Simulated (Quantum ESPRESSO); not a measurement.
# Collinear magnetic orders of NiWO4 with Quantum ESPRESSO, part 2 of 3

A self-consistent run ends on one state, which hangs on the start. Several orders of NiWO4 are started in Quantum ESPRESSO and their energies compared.

Quantum ESPRESSO 7.5; PBEsol with U = 6 eV on Ni d (ortho-atomic projectors); plane waves with GBRV 1.5 PBEsol potentials, no spin-orbit coupling.

So far, absolute magnetization (μB): step 2 (start 1: ferro ++) 4.08.

## Step 3: Run 2, typed as antiferro +−

The input, pw.in:

```
&CONTROL
  calculation = 'scf'
  prefix = 'pwscf'
  outdir = './tmp'
  pseudo_dir = './pseudo'
  disk_io = 'nowf'
/
&SYSTEM
  ibrav = 0
  nat = 12
  ntyp = 4
  ecutwfc = 40
  ecutrho = 280
  nbnd = 72
  occupations = 'smearing'
  smearing = 'fd'
  degauss = 0.00367493
  nspin = 2
  starting_magnetization(1) = 0.1111
  starting_magnetization(2) = -0.1111
  starting_magnetization(3) = 0
  starting_magnetization(4) = 0
/
&ELECTRONS
  conv_thr = 2.4d-08
  electron_maxstep = 150
  mixing_beta = 0.3
/
ATOMIC_SPECIES
Ni1    58.6934 ni_pbesol_v1.4.uspp.F.UPF
Ni2    58.6934 ni_pbesol_v1.4.uspp.F.UPF
W     183.8400 w_pbesol_v1.2.uspp.F.UPF
O      15.9990 o_pbesol_v1.2.uspp.F.UPF
CELL_PARAMETERS angstrom
   4.5992000000    0.0000000000    0.0000000000
   0.0000000000    5.6606000000    0.0000000000
  -0.0025691944    0.0000000000    4.9067993274
ATOMIC_POSITIONS crystal
Ni1     0.5000000000    0.6616000000    0.2500000000
Ni2     0.5000000000    0.3384000000    0.7500000000
W       0.0000000000    0.1786000000    0.2500000000
W       0.0000000000    0.8214000000    0.7500000000
O       0.2241000000    0.1105000000    0.9204000000
O       0.7759000000    0.1105000000    0.5796000000
O       0.7759000000    0.8895000000    0.0796000000
O       0.2241000000    0.8895000000    0.4204000000
O       0.2644000000    0.3772000000    0.3953000000
O       0.7356000000    0.3772000000    0.1047000000
O       0.7356000000    0.6228000000    0.6047000000
O       0.2644000000    0.6228000000    0.8953000000
K_POINTS automatic
4 4 4 0 0 0
HUBBARD {ortho-atomic}
U Ni1-3d 6.0000
U Ni2-3d 6.0000
```

Run with:

```bash
$ OMP_NUM_THREADS=1 mpirun -n 4 pw.x -nk 4 -in pw.in > pw.out
```

Output:

```text
[banner, memory and clock lines left out]
Program PWSCF v.7.5 starts

     Message from routine setup:
     using ibrav=0 with symmetry is DISCOURAGED, use correct ibrav instead

     bravais-lattice index     =            0
     lattice parameter (alat)  =       8.6912  a.u.
     unit-cell volume          =     862.0643 (a.u.)^3
     number of atoms/cell      =           12
     number of atomic types    =            4
     number of electrons       =       112.00
     number of Kohn-Sham states=           72
     kinetic-energy cutoff     =      40.0000  Ry
     charge density cutoff     =     280.0000  Ry
     scf convergence threshold =      2.4E-08
     mixing beta               =       0.3000
     number of iterations used =            8  plain     mixing
     Exchange-correlation= SLA  PW   PSX  PSC
                           (   1   4  10   8   0   0   0)
     Hubbard projectors: ortho-atomic
     Hubbard parameters of DFT+U (Dudarev formulation) in eV:
     U(Ni1-3d) =  6.0000
     U(Ni2-3d) =  6.0000

     Internal variables: lda_plus_u =T, lda_plus_u_kind = 0

     Internal variables: orbital_resolved =F, hub_pot_fix =F, apply_U = F

     celldm(1)=   8.691228  celldm(2)=   0.000000  celldm(3)=   0.000000
     celldm(4)=   0.000000  celldm(5)=   0.000000  celldm(6)=   0.000000

     crystal axes: (cart. coord. in units of alat)
               a(1) = (   1.000000   0.000000   0.000000 )
               a(2) = (   0.000000   1.230779   0.000000 )
               a(3) = (  -0.000559   0.000000   1.066881 )

     reciprocal axes: (cart. coord. in units 2 pi/alat)
               b(1) = (  1.000000 -0.000000  0.000524 )
               b(2) = (  0.000000  0.812493 -0.000000 )
               b(3) = (  0.000000  0.000000  0.937312 )

     PseudoPot. # 1 for Ni read from file:
     ni_pbesol_v1.4.uspp.F.UPF
     Pseudo is Ultrasoft + core correction, Zval = 18.0

     PseudoPot. # 2 for Ni read from file:
     ni_pbesol_v1.4.uspp.F.UPF
     Pseudo is Ultrasoft + core correction, Zval = 18.0

     PseudoPot. # 3 for W  read from file:
     w_pbesol_v1.2.uspp.F.UPF
     Pseudo is Ultrasoft + core correction, Zval = 14.0

     PseudoPot. # 4 for O  read from file:
     o_pbesol_v1.2.uspp.F.UPF
     Pseudo is Ultrasoft + core correction, Zval =  6.0

     atomic species   valence    mass     pseudopotential
     Ni1              18.00    58.69340     Ni( 1.00)
     Ni2              18.00    58.69340     Ni( 1.00)
     W                14.00   183.84000     W ( 1.00)
     O                 6.00    15.99900     O ( 1.00)

     Starting magnetic structure
     atomic species   magnetization
     Ni1             0.111
     Ni2            -0.111
     W               0.000
     O               0.000

      2 Sym. Ops. (no inversion) found ( 1 have fractional translation)

   Cartesian axes

     site n.     atom                  positions (alat units)
         1        Ni1    tau(   1) = (   0.4998603   0.8142836   0.2667203  )
         2        Ni2    tau(   2) = (   0.4995810   0.4164957   0.8001608  )
         3        W      tau(   3) = (  -0.0001397   0.2198172   0.2667203  )
         4        W      tau(   4) = (  -0.0004190   1.0109621   0.8001608  )
         5        O      tau(   5) = (   0.2235858   0.1360011   0.9819573  )
         6        O      tau(   6) = (   0.7755762   0.1360011   0.6183643  )
         7        O      tau(   7) = (   0.7758555   1.0947782   0.0849237  )
         8        O      tau(   8) = (   0.2238652   1.0947782   0.4485168  )
         9        O      tau(   9) = (   0.2641792   0.4642499   0.4217381  )
        10        O      tau(  10) = (   0.7355415   0.4642499   0.1117024  )
        11        O      tau(  11) = (   0.7352622   0.7665293   0.6451430  )
        12        O      tau(  12) = (   0.2638999   0.7665293   0.9551786  )

     number of k points=    30  Fermi-Dirac smearing, width (Ry)=  0.0037
                       cart. coord. in units 2pi/alat
        k(    1) = (   0.0000000   0.0000000   0.0000000), wk =   0.0156250
        k(    2) = (   0.0000000   0.0000000   0.2343279), wk =   0.0312500
        k(    3) = (   0.0000000   0.0000000  -0.4686558), wk =   0.0156250
        k(    4) = (   0.0000000   0.2031233   0.0000000), wk =   0.0312500
        k(    5) = (   0.0000000   0.2031233   0.2343279), wk =   0.0625000
        [... 25 further k-points ...]

     Dense  grid:    68251 G-vectors     FFT dimensions: (  48,  60,  50)

     Smooth grid:    29549 G-vectors     FFT dimensions: (  36,  45,  40)

     Check: negative core charge=   -0.000006
     Generating pointlists ...
     new r_m :   0.1788 (alat units)  1.5541 (a.u.) for type    1
     new r_m :   0.1788 (alat units)  1.5541 (a.u.) for type    2
     new r_m :   0.1617 (alat units)  1.4053 (a.u.) for type    3
     new r_m :   0.1617 (alat units)  1.4053 (a.u.) for type    4

     Initial potential from superposition of free atoms

     starting charge     107.7994, renormalised to     112.0000

     negative rho (up, down):  6.456E-02 6.456E-02

     STARTING HUBBARD OCCUPATIONS:

     =================== HUBBARD OCCUPATIONS ===================
     ------------------------ ATOM    1 ------------------------
     Tr[ns(  1)] (up, down, total) =   5.00000  3.00000  8.00000
     Atomic magnetic moment for atom   1 =   2.00000
     [... lines left out ...]
     ------------------------ ATOM    2 ------------------------
     Tr[ns(  2)] (up, down, total) =   3.00000  5.00000  8.00000
     Atomic magnetic moment for atom   2 =  -2.00000
     [... lines left out ...]
     Number of occupied Hubbard levels =   16.0000

     Atomic wfc used for Hubbard projectors are orthogonalized

     Starting wfcs are   84 randomized atomic wfcs

     Self-consistent Calculation

     iteration #  1     ecut=    40.00 Ry     beta= 0.30
     Davidson diagonalization with overlap
     ethr =  1.00E-02,  avg # of iterations =  3.3

     =================== HUBBARD OCCUPATIONS ===================
     ------------------------ ATOM    1 ------------------------
     Tr[ns(  1)] (up, down, total) =   4.84796  2.95260  7.80056
     Atomic magnetic moment for atom   1 =   1.89536
     [... lines left out ...]
     ------------------------ ATOM    2 ------------------------
     Tr[ns(  2)] (up, down, total) =   2.95233  4.84801  7.80034
     Atomic magnetic moment for atom   2 =  -1.89569
     [... lines left out ...]
     Number of occupied Hubbard levels =   15.6009

     negative rho (up, down):  6.280E-02 6.280E-02

     total energy              =   -1260.39596344 Ry
     estimated scf accuracy    <      10.77039203 Ry

     total magnetization       =     0.00 Bohr mag/cell
     absolute magnetization    =     4.17 Bohr mag/cell

     iteration #  2     ecut=    40.00 Ry     beta= 0.30
     Davidson diagonalization with overlap
     ethr =  9.62E-03,  avg # of iterations =  2.0

     negative rho (up, down):  6.312E-02 6.312E-02

     total energy              =   -1262.14016872 Ry
     estimated scf accuracy    <       0.43767903 Ry

     total magnetization       =     0.00 Bohr mag/cell
     absolute magnetization    =     3.81 Bohr mag/cell

     [... further iterations left out ...]

     iteration # 18     ecut=    40.00 Ry     beta= 0.30
     Davidson diagonalization with overlap
     ethr =  3.47E-11,  avg # of iterations =  1.2

     negative rho (up, down):  6.337E-02 6.337E-02

     total energy              =   -1262.18795477 Ry
     estimated scf accuracy    <       0.00000002 Ry

     total magnetization       =     0.00 Bohr mag/cell
     absolute magnetization    =     3.86 Bohr mag/cell

     iteration # 19     ecut=    40.00 Ry     beta= 0.30
     Davidson diagonalization with overlap
     ethr =  2.23E-11,  avg # of iterations =  2.0

     negative rho (up, down):  6.337E-02 6.337E-02

     Magnetic moment per site  (integrated on atomic sphere of radius R)
     atom   1 (R=0.179)  charge= 15.3714  magn=  1.6915
     atom   2 (R=0.179)  charge= 15.3714  magn= -1.6915
     atom   3 (R=0.162)  charge=  7.7711  magn= -0.0025
     atom   4 (R=0.162)  charge=  7.7711  magn=  0.0025
     atom   5 (R=0.162)  charge=  5.0125  magn= -0.0174
     atom   6 (R=0.162)  charge=  5.0125  magn= -0.0174
     atom   7 (R=0.162)  charge=  5.0125  magn=  0.0174
     atom   8 (R=0.162)  charge=  5.0125  magn=  0.0174
     atom   9 (R=0.162)  charge=  5.0246  magn= -0.0026
     atom  10 (R=0.162)  charge=  5.0246  magn= -0.0026
     atom  11 (R=0.162)  charge=  5.0247  magn=  0.0026
     atom  12 (R=0.162)  charge=  5.0247  magn=  0.0026

     End of self-consistent calculation

     =================== HUBBARD OCCUPATIONS ===================
     ------------------------ ATOM    1 ------------------------
     Tr[ns(  1)] (up, down, total) =   4.95911  3.22444  8.18355
     Atomic magnetic moment for atom   1 =   1.73466
     [... lines left out ...]
     ------------------------ ATOM    2 ------------------------
     Tr[ns(  2)] (up, down, total) =   3.22444  4.95911  8.18355
     Atomic magnetic moment for atom   2 =  -1.73466
     [... lines left out ...]
     Number of occupied Hubbard levels =   16.3671

     [... lines left out ...]
     the Fermi energy is    11.1674 ev

!    total energy              =   -1262.18795505 Ry
     estimated scf accuracy    <          9.1E-09 Ry
     smearing contrib. (-TS)   =      -0.00000000 Ry
     internal energy E=F+TS    =   -1262.18795505 Ry

     The total energy is F=E-TS. E is the sum of the following terms:
     one-electron contribution =    -671.54081381 Ry
     hartree contribution      =     393.19645177 Ry
     xc contribution           =    -209.67961491 Ry
     ewald contribution        =    -774.29432227 Ry
     Hubbard energy            =       0.13034417 Ry

     total magnetization       =     0.00 Bohr mag/cell
     absolute magnetization    =     3.86 Bohr mag/cell

     convergence has been achieved in  19 iterations
```

The job ended after 2 min (4 MPI ranks of Intel Xeon Platinum 8488C (Sapphire Rapids), shared host; peak memory 1.3 GiB; 7.8 min of CPU time).

Spin moment in the atom's sphere by atom:

| atom | spin moment in the atom's sphere (μB) |
| --- | --- |
| Ni1 | 1.69 |
| Ni2 | -1.69 |
| W3 | 0.00 |
| W4 | 0.00 |
| O5 | -0.02 |
| O6 | -0.02 |
| O7 | 0.02 |
| O8 | 0.02 |
| O9 | 0.00 |
| O10 | 0.00 |
| O11 | 0.00 |
| O12 | 0.00 |

Numbers from this step:

| Item | Value |
| --- | --- |
| smearing term TS | 6.56e-13 eV |
| magnetization | 0 μB |
| absolute magnetization | 3.859 μB |
| final state | antiferromagnetic |

## Step 4: Ranking

An order is kept where moments of 0.15 μB or more survive with the typed signs; meshes match where a doubled cell samples the same k points as the first cell.

Orders:

| start | final state | typed order kept | energy over the lowest (meV a seeded atom) | largest site moment (μB) | net moment (μB a cell of the first run) | mesh matched | CPU time (s) |
| --- | --- | --- | --- | --- | --- | --- | --- |
| ferro ++ | ferromagnetic | yes | 4.656 | 1.695 | 4 | yes | 478.8 |
| antiferro +- | antiferromagnetic | yes | 0 | 1.691 | 0 | yes | 468.3 |

## Step 5: The lowest state again, with its states saved

pw.in: that of step 3 with these lines changed.

```diff
@@ -5,3 +5,3 @@
   pseudo_dir = './pseudo'
-  disk_io = 'nowf'
+  disk_io = 'low'
 /
@@ -9,2 +9,3 @@
   ibrav = 0
+  celldm(1) = 8
   nat = 12
@@ -13,3 +14,3 @@
   ecutrho = 280
-  nbnd = 72
+  nbnd = 76
   occupations = 'smearing'
@@ -33,6 +34,6 @@
 O      15.9990 o_pbesol_v1.2.uspp.F.UPF
-CELL_PARAMETERS angstrom
-   4.5992000000    0.0000000000    0.0000000000
-   0.0000000000    5.6606000000    0.0000000000
-  -0.0025691944    0.0000000000    4.9067993274
+CELL_PARAMETERS alat
+   1.0864035490474    0.0000000000000    0.0000000000000
+   0.0000000000000    1.3371229626321    0.0000000000000
+  -0.0006068842221    0.0000000000000    1.1590633596605
 ATOMIC_POSITIONS crystal
```

Output:

```text
     [... lines left out ...]
Program PWSCF v.7.5 starts
     [... lines left out ...]
     number of atoms/cell      =           12
     [... lines left out ...]
     number of electrons       =       112.00
     number of Kohn-Sham states=           76
     kinetic-energy cutoff     =      40.0000  Ry
     charge density cutoff     =     280.0000  Ry
     scf convergence threshold =      2.4E-08
     [... lines left out ...]
      2 Sym. Ops. (no inversion) found ( 1 have fractional translation)
     [... lines left out ...]
     number of k points=    30  Fermi-Dirac smearing, width (Ry)=  0.0037
     [... lines left out ...]
     iteration # 18     ecut=    40.00 Ry     beta= 0.30
     [... lines left out ...]
     Magnetic moment per site  (integrated on atomic sphere of radius R)
     atom   1 (R=0.194)  charge= 15.3714  magn=  1.6915
     atom   2 (R=0.194)  charge= 15.3714  magn= -1.6915
     atom   3 (R=0.176)  charge=  7.7711  magn= -0.0025
     atom   4 (R=0.176)  charge=  7.7711  magn=  0.0025
     atom   5 (R=0.176)  charge=  5.0125  magn= -0.0174
     atom   6 (R=0.176)  charge=  5.0125  magn= -0.0174
     atom   7 (R=0.176)  charge=  5.0125  magn=  0.0174
     atom   8 (R=0.176)  charge=  5.0125  magn=  0.0174
     atom   9 (R=0.176)  charge=  5.0247  magn= -0.0026
     atom  10 (R=0.176)  charge=  5.0247  magn= -0.0026
     atom  11 (R=0.176)  charge=  5.0247  magn=  0.0026
     atom  12 (R=0.176)  charge=  5.0247  magn=  0.0026
     [... lines left out ...]
     Tr[ns(  1)] (up, down, total) =   4.95910  3.22444  8.18354
     [... lines left out ...]
     Tr[ns(  2)] (up, down, total) =   3.22444  4.95910  8.18354
     [... lines left out ...]
     the Fermi energy is    11.4366 ev
!    total energy              =   -1262.18795497 Ry
     estimated scf accuracy    <       0.00000002 Ry
     smearing contrib. (-TS)   =      -0.00000000 Ry
     [... lines left out ...]
     total magnetization       =    -0.00 Bohr mag/cell
     absolute magnetization    =     3.86 Bohr mag/cell
     convergence has been achieved in  18 iterations
```

Elapsed: 2 min, on 4 MPI ranks; peak memory 1.1 GiB.

Numbers from this step:

- smearing term TS: 4.07e-11 eV
- magnetization: 0 μB
- absolute magnetization: 3.859 μB
- final state: antiferromagnetic
- largest moment: 1.691 μB

(Part 2 of 3 ends here.)

[Logs and program files are shortened in this print: banners, set-up blocks, solver, clock and traceback lines can be left out without a mark of their own.]

[Logs are printed without paths, hosts, clocks, repeated set-up lines and the standing remarks that a program may print on its own settings, such as how far it seeks lower states.]

[Hosts, paths, dates, database ids (printed as entryN), source tags and the programs' standing remarks are cut or masked in the printed files.]

[Where a cell is said to come from a database of computed structures, the database is the Materials Project.]
